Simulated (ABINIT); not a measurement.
## Converging GW for AgCl (Fm-3m) in ABINIT

Wanted: a converged G0W0 gap of AgCl (Fm-3m), or an estimate of the limit.

Method: PBE and many-body steps on it, plane waves, in ABINIT 10.8.3.

### Step 1. Set-up

It takes space group Fm-3m (No. 225, cubic). Conventional cell: a = 5.597 Å, b = 5.597 Å, c = 5.597 Å, α = 90.00°, β = 90.00°, γ = 90.00°. Nearest to Ag lie 6 Cl at 2.80 Å. Nearest to Cl lie 6 Ag at 2.80 Å. Farther neighbours and most contacts between anions are not listed.

 The runs that relaxed it are not among those shown.

### Step 2. Empty states on the mesh, 6×6×6 mesh, 414 bands

This step: ABINIT 10.8.3; DFT, PBE, plane waves, norm-conserving pseudopotentials.

The sums over transitions need many empty states on a uniform mesh; this step solves for them.

run.abi

```
acell 3*1.0 Angstrom
rprim 
  0.000000000000 2.798500000000 2.798500000000
  2.798500000000 0.000000000000 2.798500000000
  2.798500000000 2.798500000000 -0.000000000000
ntypat 2
znucl 47 17
natom 2
typat 1 2
xred 
  0.000000000000 0.000000000000 0.000000000000
  0.500000000000 0.500000000000 0.500000000000
pp_dirpath "pseudos"
pseudos "Ag.upf, Cl.upf"
ecut 37
ngkpt 6 6 6
nshiftk 1
shiftk 0 0 0
kptopt 1
chksymbreak 0
irdden 1
istwfk *1
nband 414
prtvol 0
optdriver 6
gwr_task "HDIAGO"
paral_kgb 0
occopt 1
indata_prefix "in"
outdata_prefix "out"
tmpdata_prefix "tmp"
```

Started as:

```sh
OMP_NUM_THREADS=1 mpirun -n 8 abinit run.abi > log
```

Output:

```text
.Version 10.8.3 of ABINIT. v10.8.2 released Aug 2026.

 Symmetries : space group Fm -3 m (#225); Bravais cF (face-center cubic)
[... echo of the input left out ...]
== DATASET  1 ==================================================================
-   mpi_nproc: 8, omp_nthreads: 1 (-1 if OMP is not activated)

--- !DatasetInfo
iteration_state: {dtset: 1, }
dimensions: {natom: 2, nkpt: 16, mband: 414, nsppol: 1, nspinor: 1, nspden: 1, mpw: 3218, }
cutoff_energies: {ecut:  37.0, pawecutdg:  -1.0, }
[...]
Indirect band gap semiconductor
 Fundamental gap:     0.921 (eV)
   VBM:     4.308 (eV) at k: [ 5.0000E-01,  0.0000E+00,  0.0000E+00]
   CBM:     5.229 (eV) at k: [ 0.0000E+00,  0.0000E+00,  0.0000E+00]
 Direct gap:         3.124 (eV) at k: [ 0.0000E+00,  0.0000E+00,  0.0000E+00]

== END DATASET(S) ==============================================================
================================================================================

 -outvars: echo values of variables after computation  --------
           etotal      0.0000000000E+00
            nband         414
             nkpt          16
          spgroup         225
 [... the other variables as echoed above ...]

 Calculation completed.
```

Wall time 58 s (8 MPI ranks of Arm Neoverse V1, shared host); peak memory 4.9 GiB; 7.7 min of CPU time.

Numbers from this step:

* gap: 0.9214 eV
* k of the valence top: 0.5, 0, 0
* k of the conduction bottom: 0, 0, 0
* least direct gap: 3.124 eV
* k points computed: 16
* lowest point of the top converged band, above the valence top: 238.1226 eV

On this mesh the gap is 0.921 eV.

The density comes from a self-consistent run that is not shown.

### Step 3. Screening, 6×6×6 mesh, 62 bands, screening to 114.3 eV

The RPA dielectric matrix is built and inverted for each q.

This step: RPA screening on PBE, plane waves, norm-conserving pseudopotentials.

run.abi, as its differences from that of step 2:

```diff
@@ -20,10 +20,11 @@
 chksymbreak 0
-irdden 1
 istwfk *1
-nband 414
-prtvol 0
-optdriver 6
-gwr_task "HDIAGO"
-paral_kgb 0
 occopt 1
+irdwfk 1
+optdriver 3
+nband 62
+ecuteps 4.2
+inclvkb 2
+awtr 1
+symchi 1
 indata_prefix "in"
```

Output:

```text
.Version 10.8.3 of ABINIT. v10.8.2 released Aug 2026.

 Symmetries : space group Fm -3 m (#225); Bravais cF (face-center cubic)
[... echo of the input left out ...]
== DATASET  1 ==================================================================
-   mpi_nproc: 8, omp_nthreads: 1 (-1 if OMP is not activated)

--- !DatasetInfo
iteration_state: {dtset: 1, }
dimensions: {natom: 2, nkpt: 16, mband: 62, nsppol: 1, nspinor: 1, nspden: 1, mpw: 3218, }
cutoff_energies: {ecut:  37.0, pawecutdg:  -1.0, }
electrons: {nelect:   2.60000000E+01, charge:   0.00000000E+00, occopt:   1.00000000E+00, tsmear:   1.00000000E-02, }

 SCREENING: Calculation of the susceptibility and dielectric matrices

 Based on a program developped by R.W. Godby, V. Olevano, G. Onida, and L. Reining.
 Incorporated in ABINIT by V. Olevano, G.-M. Rignanese, and M. Torrent.
.Using double precision arithmetic ; gwpc =  8

[... cell and pseudopotentials left out ...]
--------------------------------------------------------------------------------

 ==== K-mesh for the wavefunctions ====
 Number of points in the irreducible wedge :    16
[... list of points left out ...]
 Together with 48 symmetry operations and time-reversal symmetry
 yields   216 points in the full Brillouin Zone.

 ==== Q-mesh for the screening function ====
 Number of points in the irreducible wedge :    16
[... list of points left out ...]
 Together with 48 symmetry operations and time-reversal symmetry
 yields   216 points in the full Brillouin Zone.

 setmesh: FFT mesh size selected  =    27x   27x   27
          total number of points  =        19683

 vcoul_init : cutoff-mode = AUXILIARY_FUNCTION
 q-points for optical limit:   1
     1)      0.000010    0.000020    0.000030

- screening: taking advantage of time-reversal symmetry
- Maximum band index for partially occupied states nbvw = 13
- Remaining bands to be divided among processors   nbcw = 49
- Number of bands treated by each node ~6

 Number of electrons calculated from density =   26.0000; Expected =   26.0000
 average of density, n =  0.087896
 r_s =    1.3952
 omega_plasma =   28.5984 [eV]

 calculating chi0 at frequencies [eV] :
  1    0.000000E+00    0.000000E+00
  2    0.000000E+00    2.859835E+01

--------------------------------------------------------------------------------
  q-point number  1        q = ( 0.000000, 0.000000, 0.000000) [r.l.u.]
--------------------------------------------------------------------------------
[... chi0 elements left out ...]
 For q-point:  0.000010 0.000020 0.000030
  dielectric constant =   4.8675
  dielectric constant without local fields =   5.2864

  Average fulfillment of the sum rule on Im[epsilon] for q-point    1 :     46.89  [%]
[... wings left out ...]
  q-point number  2        q = ( 0.166667, 0.000000, 0.000000) [r.l.u.]
--------------------------------------------------------------------------------
[... chi0 elements left out ...]
  Average fulfillment of the sum rule on Im[epsilon] for q-point    2 :     67.22  [%]

 [... 14 further q-points ...]
```

Elapsed: 43 s, on 8 MPI ranks; peak memory 1.6 GiB; 5.8 min of CPU time.

Numbers from this step:

```yaml
eps_infinity_with_local_fields_on_this_mesh_along_the_program_s_q_direction: 4.867
the_same_without_local_fields: 5.286
plasma_frequency: 28.60 eV
plane_waves_in_the_screening_matrix: 113
```

Local fields lower ε∞ by 8 %.

### Step 4. 62 bands, 114.3 eV

The self-energy is evaluated for the states that the input lists, and the levels follow from it, in one-shot runs by the linearised quasiparticle equation.

This step: G0W0 on PBE, plane waves, norm-conserving pseudopotentials.

run.abi, as its differences from that of step 3:

```diff
@@ -23,8 +23,17 @@
 irdwfk 1
-optdriver 3
+optdriver 4
 nband 62
+gwcalctyp 0
+ecutsigx 37
+symsigma 1
+nkptgw 2
+kptgw 
+  0.5000000000 0.0000000000 0.0000000000
+  0.0000000000 0.0000000000 0.0000000000
+bdgw 
+  12 15
+  11 17
 ecuteps 4.2
-inclvkb 2
-awtr 1
-symchi 1
+irdscr 1
+ppmodel 1
 indata_prefix "in"
```

Output:

```text
.Version 10.8.3 of ABINIT. v10.8.2 released Aug 2026.

 Symmetries : space group Fm -3 m (#225); Bravais cF (face-center cubic)
[... echo of the input left out ...]
== DATASET  1 ==================================================================
-   mpi_nproc: 8, omp_nthreads: 1 (-1 if OMP is not activated)

--- !DatasetInfo
iteration_state: {dtset: 1, }
dimensions: {natom: 2, nkpt: 16, mband: 62, nsppol: 1, nspinor: 1, nspden: 1, mpw: 3218, }
cutoff_energies: {ecut:  37.0, pawecutdg:  -1.0, }
electrons: {nelect:   2.60000000E+01, charge:   0.00000000E+00, occopt:   1.00000000E+00, tsmear:   1.00000000E-02, }

 SIGMA: Calculation of the GW corrections

 Based on a program developped by R.W. Godby, V. Olevano, G. Onida, and L. Reining.
 Incorporated in ABINIT by V. Olevano, G.-M. Rignanese, and M. Torrent.
.Using double precision arithmetic ; gwpc =  8

[... cell and pseudopotentials left out ...]
--------------------------------------------------------------------------------

 ==== K-mesh for the wavefunctions ====
 Number of points in the irreducible wedge :    16
[... list of points left out ...]
 Together with 48 symmetry operations and time-reversal symmetry
 yields   216 points in the full Brillouin Zone.

 ==== Q-mesh for screening function ====
 Number of points in the irreducible wedge :    16
[... list of points left out ...]
 Together with 48 symmetry operations and time-reversal symmetry
 yields   216 points in the full Brillouin Zone.

 vcoul_init : cutoff-mode = AUXILIARY_FUNCTION
 q-points for optical limit:   1
     1)      0.000010    0.000020    0.000030
 setmesh: FFT mesh size selected  =    45x   45x   45
          total number of points  =        91125

 Number of electrons calculated from density =   26.0000; Expected =   26.0000
 average of density, n =  0.087896
 r_s =    1.3952
 omega_plasma =   28.5984 [eV]

 === KS Band Gaps ===
  >>>> For spin  1
   Minimum direct gap =   3.1244 [eV], located at k-point      :   0.0000  0.0000  0.0000
   Fundamental gap    =   0.9214 [eV], Top of valence bands at :   0.5000  0.0000  0.0000
                                       Bottom of conduction at :   0.0000  0.0000  0.0000
 SIGMA fundamental parameters:
 PLASMON POLE MODEL  1
 number of plane-waves for SigmaX                 3143
 number of plane-waves for SigmaC and W            113
 number of plane-waves for wavefunctions          3143
 number of bands                                    62
 number of independent spin polarizations            1
 number of spinorial components                      1
 number of k-points in IBZ                          16
 number of q-points in IBZ                          16
 number of symmetry operations                      48
 number of k-points in BZ                          216
 number of q-points in BZ                          216
 number of frequencies for dSigma/dE                 9
 frequency step for dSigma/dE [eV]                0.25
 number of omega for Sigma on real axis              0
 max omega for Sigma on real axis  [eV]           0.00
 zcut for avoiding poles [eV]                     0.10

 EPSILON^-1 parameters (SCR file):
 dimension of the eps^-1 matrix on file            113
 dimension of the eps^-1 matrix used               113
 number of plane-waves for wavefunctions          3143
 number of bands                                    62
 number of q-points in IBZ                          16
 number of frequencies                               2
 number of real frequencies                          1
 number of imag frequencies                          1

 matrix elements of self-energy operator (all in [eV])

 Perturbative Calculation

--- !SelfEnergy_ee
iteration_state: {dtset: 1, }
kpoint     : [   0.500,    0.000,    0.000, ]
spin       : 1
KS_gap     :    4.314
QP_gap     :    5.348
Delta_QP_KS:    1.035
data: !SigmaeeData |
     Band     E0 <VxcDFT>   SigX SigC(E0)      Z dSigC/dE  Sig(E)    E-E0       E
       12   4.308 -21.438 -26.414   4.103   0.797  -0.254 -22.134  -0.697   3.611
       13   4.308 -21.438 -26.414   4.103   0.797  -0.254 -22.134  -0.697   3.611
       14   8.621  -8.967  -4.827  -3.737   0.838  -0.194  -8.629   0.338   8.959
       15  10.699 -13.610  -7.677  -4.613   0.804  -0.244 -12.548   1.061  11.760

--- !SelfEnergy_ee
iteration_state: {dtset: 1, }
kpoint     : [   0.000,    0.000,    0.000, ]
spin       : 1
KS_gap     :    3.124
QP_gap     :    4.500
Delta_QP_KS:    1.376
data: !SigmaeeData |
     Band     E0 <VxcDFT>   SigX SigC(E0)      Z dSigC/dE  Sig(E)    E-E0       E
       11   2.105 -14.483 -18.724   3.118   0.790  -0.266 -15.370  -0.886   1.218
       12   2.105 -14.483 -18.724   3.118   0.790  -0.266 -15.370  -0.886   1.218
       13   2.105 -14.483 -18.724   3.118   0.790  -0.266 -15.370  -0.886   1.218
       14   5.229 -10.715  -6.617  -3.510   0.832  -0.202 -10.226   0.489   5.718
       15  15.026 -12.073  -6.782  -4.158   0.824  -0.213 -11.139   0.934  15.960
       16  15.026 -12.073  -6.782  -4.158   0.824  -0.213 -11.139   0.934  15.960
       17  15.026 -12.073  -6.782  -4.158   0.824  -0.213 -11.139   0.934  15.960

== END DATASET(S) ==============================================================
================================================================================

 -outvars: echo values of variables after computation  --------
           etotal      0.0000000000E+00
            nband          62
             nkpt          16
          spgroup         225
 [... the other variables as echoed above ...]

 Calculation completed.
```

Wall time 5.2 s (8 MPI ranks); peak memory 1.4 GiB.

Numbers from this step:

| Quantity | Value |
| --- | --- |
| G0W0 gap on the points computed | 2.107 eV |
| starting gap on the mesh | 0.9214 eV |
| k of the valence top | 0.5, 0, 0 |
| k of the conduction bottom | 0, 0, 0 |
| Z at the valence top | 0.797 |
| Z at the conduction bottom | 0.832 |
| least direct G0W0 gap on the computed points | 4.5 eV |

The gap on the mesh goes from 0.92 eV to 2.11 eV, a correction of +1.19 eV.

### Step 5. Screening, 6×6×6 mesh, 173 bands, screening to 212.2 eV

This step: RPA screening on PBE, plane waves, norm-conserving pseudopotentials.

run.abi, as its differences from that of step 4:

```diff
@@ -23,17 +23,8 @@
 irdwfk 1
-optdriver 4
-nband 62
-gwcalctyp 0
-ecutsigx 37
-symsigma 1
-nkptgw 2
-kptgw 
-  0.5000000000 0.0000000000 0.0000000000
-  0.0000000000 0.0000000000 0.0000000000
-bdgw 
-  12 15
-  11 17
-ecuteps 4.2
-irdscr 1
-ppmodel 1
+optdriver 3
+nband 173
+ecuteps 7.8
+inclvkb 2
+awtr 1
+symchi 1
 indata_prefix "in"
```

Output:

```text
.Version 10.8.3 of ABINIT. v10.8.2 released Aug 2026.

 Symmetries : space group Fm -3 m (#225); Bravais cF (face-center cubic)
[... echo of the input left out ...]
== DATASET  1 ==================================================================
-   mpi_nproc: 8, omp_nthreads: 1 (-1 if OMP is not activated)

--- !DatasetInfo
iteration_state: {dtset: 1, }
dimensions: {natom: 2, nkpt: 16, mband: 173, nsppol: 1, nspinor: 1, nspden: 1, mpw: 3218, }
cutoff_energies: {ecut:  37.0, pawecutdg:  -1.0, }
electrons: {nelect:   2.60000000E+01, charge:   0.00000000E+00, occopt:   1.00000000E+00, tsmear:   1.00000000E-02, }

 SCREENING: Calculation of the susceptibility and dielectric matrices

 Based on a program developped by R.W. Godby, V. Olevano, G. Onida, and L. Reining.
 Incorporated in ABINIT by V. Olevano, G.-M. Rignanese, and M. Torrent.
.Using double precision arithmetic ; gwpc =  8

[... cell and pseudopotentials left out ...]
--------------------------------------------------------------------------------

 ==== K-mesh for the wavefunctions ====
 Number of points in the irreducible wedge :    16
[... list of points left out ...]
 Together with 48 symmetry operations and time-reversal symmetry
 yields   216 points in the full Brillouin Zone.

 ==== Q-mesh for the screening function ====
 Number of points in the irreducible wedge :    16
[... list of points left out ...]
 Together with 48 symmetry operations and time-reversal symmetry
 yields   216 points in the full Brillouin Zone.

 setmesh: FFT mesh size selected  =    30x   30x   30
          total number of points  =        27000

 vcoul_init : cutoff-mode = AUXILIARY_FUNCTION
 q-points for optical limit:   1
     1)      0.000010    0.000020    0.000030

- screening: taking advantage of time-reversal symmetry
- Maximum band index for partially occupied states nbvw = 13
- Remaining bands to be divided among processors   nbcw = 160
- Number of bands treated by each node ~20

 Number of electrons calculated from density =   26.0000; Expected =   26.0000
 average of density, n =  0.087896
 r_s =    1.3952
 omega_plasma =   28.5984 [eV]

 calculating chi0 at frequencies [eV] :
  1    0.000000E+00    0.000000E+00
  2    0.000000E+00    2.859835E+01

--------------------------------------------------------------------------------
  q-point number  1        q = ( 0.000000, 0.000000, 0.000000) [r.l.u.]
--------------------------------------------------------------------------------
[... chi0 elements left out ...]
 For q-point:  0.000010 0.000020 0.000030
  dielectric constant =   4.8500
  dielectric constant without local fields =   5.3125

  Average fulfillment of the sum rule on Im[epsilon] for q-point    1 :     78.41  [%]
[... wings left out ...]
  q-point number  2        q = ( 0.166667, 0.000000, 0.000000) [r.l.u.]
--------------------------------------------------------------------------------
[... chi0 elements left out ...]
  Average fulfillment of the sum rule on Im[epsilon] for q-point    2 :     89.59  [%]

 [... 14 further q-points ...]
```

Run time: 4.1 min. Hardware: 8 MPI ranks; peak memory 3 GiB; 33 min of CPU time.

Numbers from this step:

| Property | Result |
| --- | --- |
| ε∞ with local fields, on this mesh, along the program's q direction | 4.85 |
| the same without local fields | 5.312 |
| plasma frequency | 28.60 eV |
| plane waves in the screening matrix | 331 |

(Continued in part 2 of 2.)

[Paths, hosts, dates, memory and timing lines, banners, echoed tables and standing remarks are left out of the program output.]

[Logs are printed without paths, hosts, clocks, repeated set-up lines and the standing remarks that a program may print on its own settings, such as how far it seeks lower states.]

[Runs of the session that timed out or met a known fault of the program may be left out.]

[No measured gap is set beside runs whose start may be inverted or whose files or cutoffs have a known fault.]

[Hosts, paths, dates, database ids (printed as entryN), source tags and the programs' standing remarks are cut or masked in the printed files.]

[G0W0 gaps are taken among the corrected bands and points alone; a level outside them can change the order at an edge.]

[Where Ansatz stands beside ABINIT at settings called matched, ABINIT's density can come from a denser mesh and the files from another edition; pairs whose starting gaps differed by over 0.03 eV were left out, so agreement reads better than it is.]
